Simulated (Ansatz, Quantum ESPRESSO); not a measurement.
# Ge chain with one atom pushed 1.0 Å aside at constant bond length: ballistic transmission, part 3 of 4

Aim: the zero-bias transmission with pwcond for this junction: Ge chain with one atom pushed 1.0 Å aside at constant bond length.

Quantum ESPRESSO 7.5; plane-wave DFT, PBE, GBRV ultrasoft pseudopotentials; cross-check by Ansatz 0.2.0 with PAW datasets.

So far. Step 2 (Self-consistent run): The run needed 12 iterations to bring the estimated error under 1e-07 Ry; the largest force on any atom, held or free, is 0.63 eV/Å. Step 3 (The open system): At no point does T exceed the number of channels.

### Step 4. Transmission with pwcond.x, with ewind = 6.0 and epsproj = 1e-07

Level of this step: transmission by pwcond, lead and junction from one cell; plane-wave DFT, PBE, GBRV ultrasoft pseudopotentials (Quantum ESPRESSO).

A sensitivity test on the input.

The input, cond.w.in:

```
&inputcond
  outdir = './out'
  prefixt = 'scf'
  tran_file = 'cond.w.dat'
  bdl = 0.6266666667
  bds = 3.3870978747
  ikind = 1
  ewind = 6.0
  epsproj = 1e-07
  nz1 = 7
  energy0 = 2.0
  denergy = -0.1
/
1
  0.00000000 0.00000000 1.00000000
41
```

Launch:

```
> OMP_NUM_THREADS=1 mpirun -n 2 pwcond.x -in cond.w.in > cond.w.out
```

The program printed:

```text
[banner, memory and clock lines left out]
Program PWCOND v.7.5 starts
[citation notice left out]

[...]
./out/scf.save/

[...]
negative rho (up, down):  1.366E-04 0.000E+00
     Reading collected, re-writing distributed wavefunctions

===== INPUT FILE containing all the regions =====

     GEOMETRY:

     lattice parameter (alat)  =      14.1729  a.u.
     the volume                =    9642.9105 (a.u.)^3
     the cross section         =     200.8724 (a.u.)^2
     l of the unit cell        =       3.3871 (alat)
     number of atoms/cell      =           11
     number of atomic types    =            1

     crystal axes: (cart. coord. in units of alat)
               a(1) = (  1.0000  0.0000  0.0000 )
               a(2) = (  0.0000  1.0000  0.0000 )
               a(3) = (  0.0000  0.0000  3.3871 )

   Cartesian axes

     site n.     atom                  positions (alat units)
          1        Ge     tau(  1)=(  0.5000  0.5000  3.3871  )
          2        Ge     tau(  2)=(  0.5000  0.5000  0.3133  )
          3        Ge     tau(  3)=(  0.5000  0.5000  0.6267  )
          4        Ge     tau(  4)=(  0.5000  0.5000  0.9400  )
          5        Ge     tau(  5)=(  0.5000  0.5000  1.2533  )
          6        Ge     tau(  6)=(  0.6333  0.5000  1.5369  )
          7        Ge     tau(  7)=(  0.5000  0.5000  1.8204  )
          8        Ge     tau(  8)=(  0.5000  0.5000  2.1338  )
          9        Ge     tau(  9)=(  0.5000  0.5000  2.4471  )
         10        Ge     tau( 10)=(  0.5000  0.5000  2.7604  )
         11        Ge     tau( 11)=(  0.5000  0.5000  3.0738  )

     nr1s                      =           54
     nr2s                      =           54
     nr3s                      =          180
     nr1sx                     =           54
     nr2sx                     =           54
     nr3sx                     =          180
     nr1                       =           60
     nr2                       =           60
     nr3                       =          200
     nr1x                      =           60
     nr2x                      =           60
     nr3x                      =          200

 _______________________________
  Radii of nonlocal spheres:

     type       ibeta     ang. mom.          radius (alat units)
       Ge         1         0                    0.1426
       Ge         2         0                    0.1426
       Ge         3         1                    0.1426
       Ge         4         1                    0.1426
       Ge         5         2                    0.1426
       Ge         6         2                    0.1426
----- General information -----

--- T calc. with identical leads (ikind=1) ---

     nrx                       =           54
     nry                       =           54
     nz1                       =            7

     energy0               =         2.0E+00
     denergy               =        -1.0E-01
     nenergy               =         41
     ecut2d                =         3.4E+01
     ewind                 =         6.0E+00
     epsproj               =         1.0E-07

     number of k_|| points=    1
                       cryst. coord.
        k(    1) = (   0.0000000   0.0000000), wk =   1.0000000
----- Information about left/right lead -----

     nocros                   =           18
     noins                    =           18
     norb                     =           54
     norbf                    =          180
     nrz                      =           33

      iorb      type   ibeta   ang. mom.   m       position (alat)
        1        1       1        0        1   taunew(   1)=(  0.5000  0.5000  0.0000)
        2        1       2        0        1   taunew(   2)=(  0.5000  0.5000  0.0000)
[...]
54        1       6        2        5   taunew(  54)=(  0.5000  0.5000  0.6267)
    k slab    z(k)  z(k+1)     crossing(iorb=1,norb)
    1   0.0000 0.0190 0.0190   111111111111111111000000000000000000000000000000000000
    2   0.0190 0.0380 0.0190   111111111111111111000000000000000000000000000000000000
[...]
33   0.6077 0.6267 0.0190   000000000000000000000000000000000000111111111111111111
----- Information about scattering region -----

     noins                    =          144
     norb                     =          180
     norbf                    =          180
     nrz                      =          147

      iorb      type   ibeta   ang. mom.   m       position (alat)
        1        1       1        0        1   taunew(   1)=(  0.5000  0.5000 -0.0000)
        2        1       2        0        1   taunew(   2)=(  0.5000  0.5000 -0.0000)
[...]
180        1       6        2        5   taunew( 180)=(  0.5000  0.5000  2.7604)
 ngper, shell number =          545          70
 ngper, n2d =          545         441
---  E-Ef =    2.0000000  k =    0.0000000   0.0000000
---  ie =          1  ik =          1
 Nchannels of the left tip =            3
 Right moving states:
   k1(2pi/a)   k2(2pi/a)   E-Ef (eV)
  -0.3148038  -0.0000152   2.0000000
  -0.3159676  -0.0000140   2.0000000
   0.3223587  -0.0000128   2.0000000
 Left moving states:
   k1(2pi/a)   k2(2pi/a)   E-Ef (eV)
   0.3148038  -0.0000152   2.0000000
   0.3159676  -0.0000140   2.0000000
  -0.3223587  -0.0000128   2.0000000

 to transmit
 Band j to band i transmissions and reflections:
    j         i     |T_ij|^2    |R_ij|^2

    1 -->     1     0.35984     0.29637
    1 -->     2     0.00000     0.00000
    1 -->     3     0.29076     0.05303
   Total T_j, R_j =    0.65060  0.34940

    2 -->     1     0.00000     0.00000
    2 -->     2     0.99576     0.00424
    2 -->     3     0.00000     0.00000
   Total T_j, R_j =    0.99576  0.00424

    3 -->     1     0.30523     0.05302
    3 -->     2     0.00000     0.00000
    3 -->     3     0.56862     0.07312
   Total T_j, R_j =    0.87385  0.12615

E-Ef(ev), T(x2 spins) =    2.0000000   5.0404321
---  E-Ef =    1.9000000  k =    0.0000000   0.0000000
---  ie =          2  ik =          1
 Nchannels of the left tip =            3
 Right moving states:
   k1(2pi/a)   k2(2pi/a)   E-Ef (eV)
   0.3168133  -0.0000130   1.9000000
  -0.3263750  -0.0000150   1.9000000
  -0.3275807  -0.0000140   1.9000000
 Left moving states:
   k1(2pi/a)   k2(2pi/a)   E-Ef (eV)
  -0.3168133  -0.0000130   1.9000000
   0.3263750  -0.0000150   1.9000000
   0.3275807  -0.0000140   1.9000000

 to transmit
 Band j to band i transmissions and reflections:
    j         i     |T_ij|^2    |R_ij|^2

    1 -->     1     0.54228     0.05825
    1 -->     2     0.32271     0.07676
    1 -->     3     0.00000     0.00000
   Total T_j, R_j =    0.86499  0.13501

    2 -->     1     0.32323     0.07676
    2 -->     2     0.39458     0.20543
    2 -->     3     0.00000     0.00000
   Total T_j, R_j =    0.71781  0.28219

    3 -->     1     0.00000     0.00000
    3 -->     2     0.00000     0.00000
    3 -->     3     0.99648     0.00352
   Total T_j, R_j =    0.99648  0.00352

E-Ef(ev), T(x2 spins) =    1.9000000   5.1585564
---  E-Ef =    1.8000000  k =    0.0000000   0.0000000
---  ie =          3  ik =          1
 Nchannels of the left tip =            3
 Right moving states:
   k1(2pi/a)   k2(2pi/a)   E-Ef (eV)
   0.3112113  -0.0000129   1.8000000
  -0.3381084  -0.0000151   1.8000000
  -0.3393169  -0.0000140   1.8000000
 Left moving states:
   k1(2pi/a)   k2(2pi/a)   E-Ef (eV)
  -0.3112113  -0.0000129   1.8000000
   0.3381084  -0.0000151   1.8000000
   0.3393169  -0.0000140   1.8000000

 to transmit
 Band j to band i transmissions and reflections:
    j         i     |T_ij|^2    |R_ij|^2

    1 -->     1     0.51980     0.06696
    1 -->     2     0.35845     0.05479
    1 -->     3     0.00000     0.00000
   Total T_j, R_j =    0.87825  0.12175

    2 -->     1     0.35384     0.05479
    2 -->     2     0.39658     0.19479
    2 -->     3     0.00000     0.00000
   Total T_j, R_j =    0.75042  0.24958

    3 -->     1     0.00000     0.00000
    3 -->     2     0.00000     0.00000
    3 -->     3     0.99709     0.00291
   Total T_j, R_j =    0.99709  0.00291

E-Ef(ev), T(x2 spins) =    1.8000000   5.2515291
[... further energies and points left out ...]
---  E-Ef =   -1.8000000  k =    0.0000000   0.0000000
---  ie =         39  ik =          1
 Nchannels of the left tip =            1
 Right moving states:
   k1(2pi/a)   k2(2pi/a)   E-Ef (eV)
   0.0941186  -0.0000105  -1.8000000
 Left moving states:
   k1(2pi/a)   k2(2pi/a)   E-Ef (eV)
  -0.0941186  -0.0000105  -1.8000000

 to transmit
 Band j to band i transmissions and reflections:
    j         i     |T_ij|^2    |R_ij|^2

    1 -->     1     0.47788     0.52213
   Total T_j, R_j =    0.47788  0.52213

E-Ef(ev), T(x2 spins) =   -1.8000000   0.9557504
---  E-Ef =   -1.9000000  k =    0.0000000   0.0000000
---  ie =         40  ik =          1
 Nchannels of the left tip =            1
 Right moving states:
   k1(2pi/a)   k2(2pi/a)   E-Ef (eV)
   0.0875017  -0.0000105  -1.9000000
 Left moving states:
   k1(2pi/a)   k2(2pi/a)   E-Ef (eV)
  -0.0875017  -0.0000105  -1.9000000

 to transmit
 Band j to band i transmissions and reflections:
    j         i     |T_ij|^2    |R_ij|^2

    1 -->     1     0.52480     0.47520
   Total T_j, R_j =    0.52480  0.47520

E-Ef(ev), T(x2 spins) =   -1.9000000   1.0495935
---  E-Ef =   -2.0000000  k =    0.0000000   0.0000000
---  ie =         41  ik =          1
 Nchannels of the left tip =            1
 Right moving states:
   k1(2pi/a)   k2(2pi/a)   E-Ef (eV)
   0.0808411  -0.0000104  -2.0000000
 Left moving states:
   k1(2pi/a)   k2(2pi/a)   E-Ef (eV)
  -0.0808411  -0.0000104  -2.0000000

 to transmit
 Band j to band i transmissions and reflections:
    j         i     |T_ij|^2    |R_ij|^2

    1 -->     1     0.56781     0.43219
   Total T_j, R_j =    0.56781  0.43219

E-Ef(ev), T(x2 spins) =   -2.0000000   1.1356176
   T_tot     2.00000      0.50404E+01
   T_tot     1.90000      0.51586E+01
   T_tot     1.80000      0.52515E+01
   T_tot     1.70000      0.53307E+01
   T_tot     1.60000      0.53995E+01
   T_tot     1.50000      0.54585E+01
   T_tot     1.40000      0.55079E+01
   T_tot     1.30000      0.55484E+01
   T_tot     1.20000      0.55804E+01
   T_tot     1.10000      0.56044E+01
   T_tot     1.00000      0.56208E+01
   T_tot     0.90000      0.56299E+01
   T_tot     0.80000      0.56319E+01
   T_tot     0.70000      0.56260E+01
   T_tot     0.60000      0.55914E+01
   T_tot     0.50000      0.56222E+01
   T_tot     0.40000      0.55982E+01
   T_tot     0.30000      0.55746E+01
   T_tot     0.20000      0.55480E+01
   T_tot     0.10000      0.55180E+01
   T_tot    -0.00000      0.54840E+01
   T_tot    -0.10000      0.54457E+01
   T_tot    -0.20000      0.54021E+01
   T_tot    -0.30000      0.53521E+01
   T_tot    -0.40000      0.52942E+01
   T_tot    -0.50000      0.52261E+01
   T_tot    -0.60000      0.51445E+01
   T_tot    -0.70000      0.50451E+01
   T_tot    -0.80000      0.49210E+01
   T_tot    -0.90000      0.47562E+01
   T_tot    -1.00000      0.44974E+01
   T_tot    -1.10000      0.38866E+01
   T_tot    -1.20000      0.42701E+00
   T_tot    -1.30000      0.44862E+00
   T_tot    -1.40000      0.53776E+00
   T_tot    -1.50000      0.64163E+00
   T_tot    -1.60000      0.74923E+00
   T_tot    -1.70000      0.85501E+00
   T_tot    -1.80000      0.95575E+00
   T_tot    -1.90000      0.10496E+01
   T_tot    -2.00000      0.11356E+01

[...]
```

The job ended after 52 min (2 MPI ranks of Arm Neoverse V2, shared host; peak memory 0.99 GiB).

Beside the run it was changed from:

```csv
quantity,this run,unchanged run,difference
"transmission at the Fermi level, one spin",2.742,2.742,8.7e-5
"lead channels at the Fermi level, one spin",3,3,0
wall time (s),3106,322,
```

Over all energies T moves by up to 0.0012, at -1.1 eV.

The physical values in this table stay within 0.05 %.

(Part 3 of 4 ends here.)

[Logs are printed without paths, hosts, clocks, repeated set-up lines and the standing remarks that a program may print on its own settings, such as how far it seeks lower states.]

[Hosts, paths, dates, database ids (printed as entryN), source tags and the programs' standing remarks are cut or masked in the printed files.]

[Maps of the electrostatic potential energy from Ansatz leave out the sawtooth potential of an applied field or a dipole correction, so their vacuum need not be flat; planar profiles and work functions include it.]
